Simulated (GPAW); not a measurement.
**A GW chain in GPAW: PbO (honeycomb monolayer)**

Aim: the G0W0 gap of PbO (honeycomb monolayer) on LDA, step by step.

Calculated with GPAW 26.7.0; LDA and many-body steps on it, plane waves.

## (1) The structure

The cell holds 2 atoms: 1 Pb and 1 O. Cell: a = 3.292 Å, b = 3.292 Å, c = 11.400 Å, α = 90.0°, β = 90.0°, γ = 120.0°. Vacuum lies along c.

The start is a generated structure, not a measured one. Spin-orbit coupling is left out unless a step names it.

## (2) Relaxation

This step: GPAW 26.7.0; DFT, LDA, plane waves, PAW.

A relaxation at this level of theory: leftover forces would pass straight into the levels.

run.py reads:

```python
import json
import numpy as np
from gpaw.mpi import world
from ase import Atoms
from ase.constraints import FixSymmetry
from ase.filters import FrechetCellFilter
from ase.optimize import BFGS
from gpaw import GPAW, PW, FermiDirac

atoms = Atoms(['Pb', 'O'],
    cell=[[3.2921299104, 0.0000000000, 0.0000000000],
      [-1.6460649552, 2.8510681350, 0.0000000000],
      [0.0000000000, 0.0000000000, 11.4000000000]],
    scaled_positions=[[0.3333333333, 0.6666666667, 0.4824561404],
      [0.6666666667, 0.3333333333, 0.5175438596]],
    pbc=(True, True, False))
atoms.set_constraint(FixSymmetry(atoms))
atoms.calc = GPAW(mode=PW(700),
    xc='LDA',
    kpts={'size': (9, 9, 1), 'gamma': True},
    occupations=FermiDirac(0.02),
    convergence={'density': 1e-5},
    txt='relax.txt')
steps = []
opt = BFGS(FrechetCellFilter(atoms, mask=[1, 1, 0, 0, 0, 1]), logfile='bfgs.log')
opt.attach(lambda: steps.append([atoms.get_potential_energy(), atoms.cell[:], atoms.positions.copy(), atoms.get_forces()]))
converged = opt.run(fmax=0.03, steps=50)
res = {'converged': bool(converged), 'steps': steps, 'cell': atoms.cell[:], 'frac': atoms.get_scaled_positions()}

if world.rank == 0:
    with open('result.json', 'w') as f:
        json.dump(res, f, default=lambda x: x.tolist())
```

Command:

```sh
$ mpirun -n 4 gpaw python run.py
```

Numbers of over 12 decimals in the logs are rounded to 6 here.

The log of the run:

```text
Step     Time          Energy          fmax
BFGS:    0        -9.139792        8.764080
BFGS:    1       -11.297953        2.676917
BFGS:    2       -11.697646        1.057173
[...]
BFGS:    8       -11.833893        0.132556
BFGS:    9       -11.834675        0.012679
```

Wall time 44 s (4 MPI ranks of Arm Neoverse V2, shared host); peak memory 1 GiB.

Step by step:

```csv
step,energy less that of the first step (eV),largest force (eV/Å)
1,0.0000,6.1683
2,-2.1582,2.6769
3,-2.5579,1.0572
4,-2.6093,0.4630
5,-2.6203,0.2691
6,-2.6378,0.0014
7,-2.6596,0.3183
8,-2.6796,0.4172
9,-2.6941,0.1326
10,-2.6949,0.0127
```

The atoms that moved most (Å):

```csv
atom,dx,dy,dz,length
Pb1,0.000,0.000,-0.295,0.295
O2,0.000,0.000,0.295,0.295
```

Final coordinates:

```
Pb O
1.0
     3.44046    0.00000    0.00000
    -1.72023    2.97952    0.00000
     0.00000    0.00000   11.40000
Pb O
1 1
Direct
  0.33333 0.66667 0.45656
  0.66667 0.33333 0.54346
```

## (3) Ground state

The ground-state density comes first.

run.py reads:

```python
import json
import numpy as np
from gpaw.mpi import world
from ase import Atoms
from gpaw import GPAW, PW, FermiDirac

atoms = Atoms(['Pb', 'O'],
    cell=[[3.4404564648, 0.0000000000, 0.0000000000],
      [-1.7202282324, 2.9795226992, 0.0000000000],
      [0.0000000000, 0.0000000000, 11.4000000000]],
    scaled_positions=[[0.3333333333, 0.6666666667, 0.4565604263],
      [0.6666666667, 0.3333333333, 0.5434628008]],
    pbc=(True, True, False))
calc = GPAW(mode=PW(600),
    xc='LDA',
    kpts={'size': (12, 12, 1), 'gamma': True},
    occupations=FermiDirac(0.001),
    nbands=-7,
    convergence={'density': 1e-6, 'bands': -3},
    maxiter=100,
    txt='gs.txt')
atoms.calc = calc
res = {'energy': atoms.get_potential_energy()}
kpts = calc.get_ibz_k_points()
res['kpts'] = kpts
res['eigenvalues'] = [calc.get_eigenvalues(kpt=k) for k in range(len(kpts))]
res['n_electrons'] = calc.get_number_of_electrons()
calc.write('gs.gpw')

if world.rank == 0:
    with open('result.json', 'w') as f:
        json.dump(res, f, default=lambda x: x.tolist())
```

Command:

```sh
$ mpirun -n 4 gpaw python run.py
```

The log of the run:

```text
__  _  _
 | _ |_)|_||  |
 |__||  | ||/\| - 26.7.0

Input parameters:
  mode=PW(ecut=600.0),
  convergence={'density': 1e-06, 'bands': -3},
  kpts=MonkhorstPack(size=(12, 12, 1), gamma=True),
  maxiter=100,
  nbands=-7,
  occupations=Occupations(name='fermi-dirac', width=0.001, fixmagmom=False),
  xc=XC(name='LDA')
  [... matrices ...]
Diagonalizing LCAO Hamiltonian
Converting LCAO to pw mode

           O
        Pb

Atoms  # Å, Bohr magnetons
|   | symbol |         x |        y |        z |    initial magnetic moments |
| 0 |     Pb | -0.000000 | 1.986348 | 5.204789 | ( 0.0000,  0.0000,  0.0000) |
| 1 |      O |  1.720228 | 0.993174 | 6.195476 | ( 0.0000,  0.0000,  0.0000) |

Unit cell  # Å
| periodic |         x |        y |         z |   lengths |     angles |
|      yes |  3.440456 | 0.000000 |  0.000000 |  3.440456 |  90.000000 |
|      yes | -1.720228 | 2.979523 |  0.000000 |  3.440456 |  90.000000 |
|       no |  0.000000 | 0.000000 | 11.400000 | 11.400000 | 120.000000 |

Number of symmetries: 6
Symmetry operations  # r_c * U_cc + t_c -> r_c
|   | kind |            matrix            |
| 0 |  σ   |  1, 1, 0,  0,-1, 0,  0, 0, 1 |
| 1 |  E   |  1, 0, 0,  0, 1, 0,  0, 0, 1 |
| 2 |  C3  |  0, 1, 0, -1,-1, 0,  0, 0, 1 |
| 3 |  σ   |  0,-1, 0, -1, 0, 0,  0, 0, 1 |
| 4 |  σ   | -1, 0, 0,  1, 1, 0,  0, 0, 1 |
| 5 |  C3  | -1,-1, 0,  1, 0, 0,  0, 0, 1 |

BZ-sampling:
  Number of BZ points: 144
  Number of IBZ points: 19

  Monkhorst-Pack size: [12, 12, 1]
  Monkhorst-Pack shift: [0.041667, 0.041667, 0.0]

K-points  # in reciprocal-cell coordinates
|     |                                coordinates |     weight |
|   0 | ( -0.00000000,  -0.00000000,   0.00000000) | 0.00694444 |
|   1 | (  0.08333333,  -0.00000000,   0.00000000) | 0.04166667 |
|   2 | (  0.16666667,  -0.08333333,   0.00000000) | 0.04166667 |
|   3 | (  0.16666667,  -0.00000000,   0.00000000) | 0.04166667 |
|   4 | (  0.25000000,  -0.08333333,   0.00000000) | 0.08333333 |
|   5 | (  0.25000000,  -0.00000000,   0.00000000) | 0.04166667 |
|   6 | (  0.33333333,  -0.16666667,   0.00000000) | 0.04166667 |
|   7 | (  0.33333333,  -0.08333333,   0.00000000) | 0.08333333 |
|   8 | (  0.33333333,  -0.00000000,   0.00000000) | 0.04166667 |
|   9 | (  0.33333333,   0.33333333,   0.00000000) | 0.01388889 |
| ... |                                            |            |
|  18 | (  0.50000000,   0.50000000,   0.00000000) | 0.02083333 |

Plane wave coefficients: 3923
Cutoff: 600.0 eV

Spin-components: 1 (collinear spins)
Bands:           17
Projectors:      11
Spin-degeneracy: 2
Datatype:        complex128

  Storage: CPU
  Wave functions: 20_077_680 bytes (5_019_420 per core)
  Projectors: 25_982_880 bytes (6_495_720 per core)
  [... matrices ...]
Parallelization:
  kpt:    4
  domain: 1
  band:   1

Density:
  Valence electrons: 20.0
  Components: 1
  Grid points: [20 20 70]
  Charge: 0.0  # |e|

Potential:
  Grid points: [20 20 70]

species:
  Pb:
    name:    Lead
    Z:       82.0
    valence: 14
    core:    68
    charge:  0.0  # [|e|]
    compensation charges:
      type: gauss
      rc: 0.38  # [Å]
      lmax: 2
    cutoffs:
      filter: 2.36  # [Å]
      core: 2.43  # [Å]
    projectors
    | kind |    occ | energy [eV] | rcut [Å] |
    |   6s |  2.000 |     -12.249 |    1.259 |
    |   6p |  2.000 |      -3.713 |    1.275 |
    |   5d | 10.000 |     -21.326 |    1.217 |
    |    s |        |      14.962 |    1.259 |
    |    p |        |      23.498 |    1.275 |
    |    d |        |       5.885 |    1.217 |

    Using partial waves for Pb as LCAO basis

  O:
    name:    Oxygen
    Z:       8.0
    valence: 6
    core:    2
    charge:  0.0  # [|e|]
    compensation charges:
      type: gauss
      rc: 0.21  # [Å]
      lmax: 2
    cutoffs:
      filter: 1.17  # [Å]
      core: 0.83  # [Å]
    projectors
    | kind |    occ | energy [eV] | rcut [Å] |
    |   2s |  2.000 |     -23.752 |    0.688 |
    |   2p |  4.000 |      -9.195 |    0.598 |
    |    s |        |       3.459 |    0.688 |
    |    p |        |      18.016 |    0.598 |
    |    d |        |       0.000 |    0.619 |

    Using partial waves for O as LCAO basis

Reference energy: -568998.841699  # eV

eigensolver:
  PPCG
  Converge bands: -3
  niter=2

density mixing:
  MSR1-Mixer
  Pratt-step length: 0.05
  Maximum mixing coefficient: 0.75
  Old densities: 10
  SVD Regularization: 0.005
  Good broyden scale: 1.0
  Trust region scale: 1.0
  Backstep threshold: 4.0
  History deletion threshold: 6.0
  Fourier metric: weight=20.0, sigma=0.015

occupation numbers:
  Fermi-Dirac:
    width: 0.0010  # eV

poisson solver:
  ecut: 4800.0  # eV

xc functional:
  name: None

Initialization done in: 0.718 s

convergence criteria:
- Maximum integral of absolute [dens]ity change: 1e-06 electrons / valence electron
- Maximum [total energy] change in last 3 cyles: 0.0005 eV / valence electron
- Maximum integral of absolute [eigenst]ate change: 4e-08 eV^2 / valence electron
maximum number of iterations: 100

SCF iterations
|iter     |     time |      energy | eigst |  dens |
|iter:   1|  |  -13.914941 | +1.94 |       |
|iter:   2|  |  -13.144652 | +0.58 | -0.96 |
|iter:   3|  |  -11.827204 | -0.09 | -1.03 |
|iter:   4|  |  -11.781401 | -1.42 | -1.48 |
|iter:   5|  |  -11.762832 | -2.21 | -1.69 |
|iter:   6|  |  -11.760885 | -2.85 | -2.22 |
|iter:   7|  |  -11.760909c| -3.98 | -2.83 |
|iter:   8|  |  -11.760876c| -4.82 | -3.33 |
|iter:   9|  |  -11.760876c| -6.27 | -4.18 |
|iter:  10|  |  -11.760876c| -7.29 | -4.87 |
|iter:  11|  |  -11.760876c| -7.61c| -5.40 |
|iter:  12|  |  -11.760876c| -8.32c| -5.77 |
|iter:  13|  |  -11.760876c| -8.79c| -6.22c|

Converged in 13 steps
SCF loop duration: 4.317 s (0.332 s/step)
Energy contributions relative to reference atoms: (reference = -568998.841699)
  [... matrices ...]
Energy contributions:
  Kinetic:          19.583978
  Coulomb:         -19.020965
  Zero:             -0.000285
  External:          0.000000
  Xc:              -12.323604
  Entropy:          -0.000000
  Spinorbit:         0.000000
  ----------------------------
  Free energy:     -11.760876
  Extrapolated:    -11.760876

dipole moment: (-3.120496, 1.801622, -0.201638)  # |e|*Ang

Fermi level: -2.165
Eigenvalues  # (at kpt = [-0.000, -0.000, 0.000])
| band index |      eig [eV] | occ [0-2] |
|          0 |       -19.938 |     2.000 |
|        ... |               |           |
|          2 |       -18.145 |     2.000 |
|          3 |       -17.853 |     2.000 |
|          4 |       -17.853 |     2.000 |
|          5 |       -17.818 |     2.000 |
|          6 |        -9.403 |     2.000 |
|          7 |        -4.006 |     2.000 |
|          8 |        -4.006 |     2.000 |
|          9 |        -3.216 |     2.000 |
|         10 |        -0.651 |     0.000 |
|         11 |         3.066 |     0.000 |
|         12 |         4.604 |     0.000 |
|         13 |         5.685 |     0.000 |
|         14 |         6.387 |     0.000 |
|         15 |         6.387 |     0.000 |
|         16 |         9.515 |     0.000 |

Gap: 2.034 eV
Transition (v -> c):
  (s=0, k=9, n=9, [0.33, 0.33, 0.00]) -> (s=0, k=0, n=10, [-0.00, -0.00, 0.00])
Direct/indirect transitions are different
Direct gap: 2.565 eV
Transition at: (s=0, k=0, n=9, [-0.00, -0.00, 0.00])
vacuum-level: 3.623  # V
# Writing to gs.gpw (mode='')
  [... matrices ...]
```

The job ended after 6.8 s (4 MPI ranks; peak memory 0.73 GiB; 26 s of CPU time).

Numbers from this step:

| Quantity | Value |
| --- | --- |
| total energy | -11.76 eV |
| gap | 2.034 eV |
| k of the valence top | 0.3333, 0.3333, 0 |
| k of the conduction bottom | 0, 0, 0 |
| least direct gap | 2.565 eV |

The gap is indirect, with the least direct gap 0.53 eV higher.

## (4) Empty states on the mesh, 9×9×1 mesh, 199 bands

The sums over transitions need many empty states on a uniform mesh; this step solves for them.

run.py reads:

```python
import json
import numpy as np
from gpaw.mpi import world
from gpaw import GPAW

calc = GPAW('gs.gpw').fixed_density(kpts={'size': (9, 9, 1), 'gamma': True},
    nbands=232,
    convergence={'bands': 199},
    txt='nscf.txt')
calc.write('full.gpw', mode='all')
res = {}
kpts = calc.get_ibz_k_points()
res['kpts'] = kpts
res['eigenvalues'] = [calc.get_eigenvalues(kpt=k) for k in range(len(kpts))]
res['n_electrons'] = calc.get_number_of_electrons()

if world.rank == 0:
    with open('result.json', 'w') as f:
        json.dump(res, f, default=lambda x: x.tolist())
```

Command:

```sh
$ mpirun -n 4 gpaw python run.py
```

The log of the run:

```text
Diagonalizing LCAO Hamiltonian
Converting LCAO to pw mode
convergence criteria:
- Maximum integral of absolute [eigenst]ate change: 4e-08 eV^2 / valence electron
maximum number of iterations: 100

SCF iterations
|iter     |     time |      energy | eigst |  dens |
|iter:   1|  |             | +4.66 |       |
|iter:   2|  |             | +3.45 |       |
|iter:   3|  |             | +2.36 |       |
[...]
|iter:  15|  |             | -6.78 |       |
|iter:  16|  |             | -7.27 |       |
|iter:  17|  |             | -7.53c|       |
SCF steps: 17
  __  _  _
 | _ |_)|_||  |
 |__||  | ||/\| - 26.7.0

Input parameters:
  mode=PW(ecut=600.0),
  convergence={'bands': 199},
  gpts=array([20, 20, 70]),
  kpts=MonkhorstPack(size=(9, 9, 1), gamma=True),
  maxiter=100,
  nbands=232,
  occupations=Occupations(name='fermi-dirac', width=0.001, fixmagmom=False),
  parallel={},
  xc=XC(name='LDA')
# Writing to full.gpw (mode='all')
  [... matrices ...]

timing:  # [seconds]
  Total: 0.161  # ━━━━━━━━━━━━━━━━━━━━━━━━━━━━━━━━━━━━━━━━━━━━━━━━━━━━━━━━━━━
```

The job ended after 87 s (4 MPI ranks; peak memory 1.1 GiB; 5.8 min of CPU time).

This step gave:

* gap: 2.034 eV
* k of the valence top: 0.3333, 0.3333, 0
* k of the conduction bottom: 0, 0, 0
* least direct gap: 2.565 eV
* k points computed: 12
* lowest point of the top converged band, above the valence top: 77.3478 eV

On this mesh the gap is 2.034 eV.

## (5) Screening and self-energy, 9×9×1 mesh, 88 bands, screening to 48 eV

Now the one-shot GW correction: screening in the RPA, then the self-energy of the levels asked for.

This step: G0W0 on LDA, plane waves, PAW.

run.py reads:

```python
import json
import numpy as np
from gpaw.mpi import world
from gpaw.response.g0w0 import G0W0

gw = G0W0('full.gpw',
    filename='gw',
    kpts=[0, 6],
    bands=(8, 12),
    ecut=48,
    nbands=88,
    truncation='2D',
    integrate_gamma='sphere',
    q0_correction=True,
    frequencies={'type': 'nonlinear', 'domega0': 0.15, 'omega2': 15.0},
    eta=0.1,
    nblocksmax=True)
gw.calculate()
res = {mode: {k: v for k, v in r.items() if k != 'sigma_eskwn'}
       for mode, r in gw.all_results.items()}

if world.rank == 0:
    with open('result.json', 'w') as f:
        json.dump(res, f, default=lambda x: x.tolist())
```

Command:

```sh
$ mpirun -n 4 gpaw python run.py
```

The log of the run:

```text
Using integrator: PointIntegrator
NonLinearFrequencyDescriptor(from 0.000 to 66.134 eV, 157 points)
Nonperiodic BCs:  [False False  True]
Using integrator: PointIntegrator
NonLinearFrequencyDescriptor(from 0.000 to 66.134 eV, 157 points)
Nonperiodic BCs:  [False False  True]
Applying analytical 2D correction to W:
    Evaluating Gamma point contribution to W on a 15x15x1 grid
  ___  _ _ _
 |   || | | |
 | | || | | |
 |__ ||_____|
 |___|

BZ k-points: Symmetries present (total): 6

  [... matrices ...]
81 k-points: 9 x 9 x 1 Monkhorst-Pack grid
12 k-points in the irreducible part of the Brillouin zone
       k-points in crystal coordinates                weights
   0:     0.00000000    0.00000000    0.00000000          1/81
   1:     0.11111111    0.00000000    0.00000000          6/81
   2:     0.22222222   -0.11111111    0.00000000          6/81
   3:     0.22222222    0.00000000    0.00000000          6/81
   4:     0.33333333   -0.11111111    0.00000000         12/81
   5:     0.33333333    0.00000000    0.00000000          6/81
   6:     0.33333333    0.33333333    0.00000000          2/81
   7:     0.44444444   -0.22222222    0.00000000          6/81
   8:     0.44444444   -0.11111111    0.00000000         12/81
   9:     0.44444444    0.00000000    0.00000000          6/81
          ...
  11:     0.44444444    0.44444444    0.00000000          6/81

Distributing spins, k-points and bands (1 x 2 x 4) over 1 process
Number of blocks: 4

Quasi particle states:
k-points (IBZ indices): [0, 6]
Band range: (8, 12)
  [... matrices ...]
Computational parameters:
Plane wave cut-off: 48 eV
Number of bands: 88
Coulomb cutoff: 2D
Broadening: 0.1 eV

fxc modes: GW
Kernel: RPA
Using full-frequency real axis integration
Summing all q:

Calculating screened Coulomb potential
2D Coulomb truncation
NonLinearFrequencyDescriptor(from 0.000 to 66.134 eV, 157 points)
Removing empty qpoint cache files...

Calculating chi0 body with:
    Ground state adapter containing:
    Number of spins: 1
    Number of kpoints: 81
    Number of irreducible kpoints: 12
    Number of completely occupied states: 10
    Number of partially occupied states: 10
    Occupied states memory: 4.2724609375 M / cpu

    Linear response parametrization:
    q_c: [0.0, 0.0, 0.0]
    Number of frequency points: 157
    Planewave cutoff: 48.0
    Number of bands: 88
    Number of planewaves: 79
    Broadening (eta): 0.1
    comm.size: 4
    kncomm.size: 1
    blockcomm.size: 4

    Memory estimate of potentially large arrays:
        chi0_wGG: 3.737782 M / cpu
Integrating chi0 body.

Symmetries of q_c:
    Direct symmetries (Uq -> q): 6
    Indirect symmetries (TUq -> q): 6
In total 12 allowed symmetries.

  [... matrices ...]
12 groups of equivalent kpoints. 85.185185% reduction.

Integral kind: spectral function
Integrating chi0 head and wings.

Symmetries of q_c:
    Direct symmetries (Uq -> q): 6
    Indirect symmetries (TUq -> q): 6
In total 12 allowed symmetries.

  [... matrices ...]
12 groups of equivalent kpoints. 85.185185% reduction.

Integral kind: spectral function wings

Calculating chi0 body with:
    Ground state adapter containing:
    Number of spins: 1
    Number of kpoints: 81
    Number of irreducible kpoints: 12
    Number of completely occupied states: 10
    Number of partially occupied states: 10
    Occupied states memory: 4.2724609375 M / cpu

[... the further q-points ...]

Results:
f:      Occupation numbers
eps:     KS-eigenvalues [eV]
vxc:     KS vxc [eV]
exx:     Exact exchange [eV]
sigma:   Self-energies [eV]
dsigma:  Self-energy derivatives
Z:       Renormalization factors
qp:      QP-energies [eV]

k-point 0 (0): (0.000, 0.000, 0.000)                GW
band       f     eps     vxc     exx   sigma  dsigma       Z      qp
                                                                   GW
   8   1.000  -4.006 -21.029 -25.495   4.132  -0.433   0.698  -4.239
   9   1.000  -3.216 -18.469 -23.017   3.937  -0.447   0.691  -3.638
  10   0.000  -0.651 -10.497  -6.816  -2.247  -0.237   0.808   0.508
  11   0.000   3.066  -3.465  -1.711  -1.343  -0.148   0.871   3.425

k-point 1 (6): (0.333, 0.333, 0.000)                GW
band       f     eps     vxc     exx   sigma  dsigma       Z      qp
                                                                   GW
   8   1.000  -4.528 -18.707 -24.075   4.716  -0.543   0.648  -4.951
   9   1.000  -2.685 -17.630 -20.064   2.034  -0.326   0.754  -2.987
  10   0.000   1.002 -14.734 -10.788  -2.074  -0.307   0.765   2.433
  11   0.000   2.096 -13.140  -8.881  -2.465  -0.329   0.753   3.446
```

Elapsed: 71 s, on 4 MPI ranks; peak memory 2 GiB.

Numbers from this step:

- G0W0 gap on the points computed: 3.495 eV
- least direct G0W0 gap on the computed points: 4.146 eV
- Z at the valence top: 0.7539
- Z at the conduction bottom: 0.8084
- starting gap on the mesh: 2.034 eV
- k of the valence top: 0.3333, 0.3333, 0
- k of the conduction bottom: 0, 0, 0

The gap on the mesh goes from 2.03 eV to 3.49 eV, a correction of +1.46 eV.

Limits: finite bands, cutoff and mesh; no spin-orbit coupling. v1 is the top filled band, c1 the lowest empty one. The levels before and after the correction (eV, zero at the valence-band top of each column):

```csv
,conduction bottom,valence top
Kohn-Sham,2.03,0.00
G0W0,3.49,0.00
```

|  | level | energy (eV) |
| --- | --- | --- |
| Kohn-Sham | Γ v2 | -1.321 |
| Kohn-Sham | Γ v1 | -0.531 |
| Kohn-Sham | Γ c1 | 2.034 |
| Kohn-Sham | Γ c2 | 5.751 |
| Kohn-Sham | (0.333 0.333 0) v2 | -1.843 |
| Kohn-Sham | (0.333 0.333 0) v1 | 0.000 |
| Kohn-Sham | (0.333 0.333 0) c1 | 3.687 |
| Kohn-Sham | (0.333 0.333 0) c2 | 4.781 |
| G0W0 | Γ v2 | -1.252 |
| G0W0 | Γ v1 | -0.651 |
| G0W0 | Γ c1 | 3.495 |
| G0W0 | Γ c2 | 6.412 |
| G0W0 | (0.333 0.333 0) v2 | -1.964 |
| G0W0 | (0.333 0.333 0) v1 | 0.000 |
| G0W0 | (0.333 0.333 0) c1 | 5.420 |
| G0W0 | (0.333 0.333 0) c2 | 6.433 |

## (6) Where the time went

Times are wall times on 4 MPI ranks of Arm Neoverse V2, shared host, good to a factor of about two.

```csv
step,time,share,memory (GiB)
relaxation,44 s,21 %,1
ground state,6.8 s,3 %,0.73
empty states on the mesh,87 s,42 %,1.1
screening and self-energy,71 s,34 %,2
```

## (7) Outcome

```
LDA gap              : 2.03 eV, indirect
G0W0 gap on the mesh : 3.49 eV
GW settings          : 9×9×1 mesh, 88 bands, screening to 48 eV, full frequency, Hilbert transform
known limits         : not at the basis limit; no spin-orbit coupling
```

In words: G0W0 moves the gap on the mesh from 2.03 eV to 3.49 eV (+1.46 eV), with Z of 0.75 and 0.81 at the edges. Only 2 of the mesh's irreducible points were corrected, so a valley elsewhere could overtake. Bands and cutoff are finite, so the gap is not at the basis limit. The miss can reach some tenths of an eV and take either sign; the mesh is an error of its own. These stock PAW sets were not made for GW. In the G0W0 run levels were corrected at 2 k points alone, so a gap called «on the mesh» is the least over those, and an edge elsewhere would be missed. Where an edge is built on 6p states of lead, bismuth or thallium, scalar-relativistic gaps usually stand too wide, by a few tenths to over one eV. The many-body steps are scalar-relativistic: spin-orbit coupling is not in them.

[Paths, hosts, dates, memory and timing lines, banners, echoed tables and standing remarks are left out of the program output.]

[Logs are printed without paths, hosts, clocks, repeated set-up lines and the standing remarks that a program may print on its own settings, such as how far it seeks lower states.]

[Runs of the session that timed out or met a known fault of the program may be left out.]

[Hosts, paths, dates, database ids (printed as entryN), source tags and the programs' standing remarks are cut or masked in the printed files.]
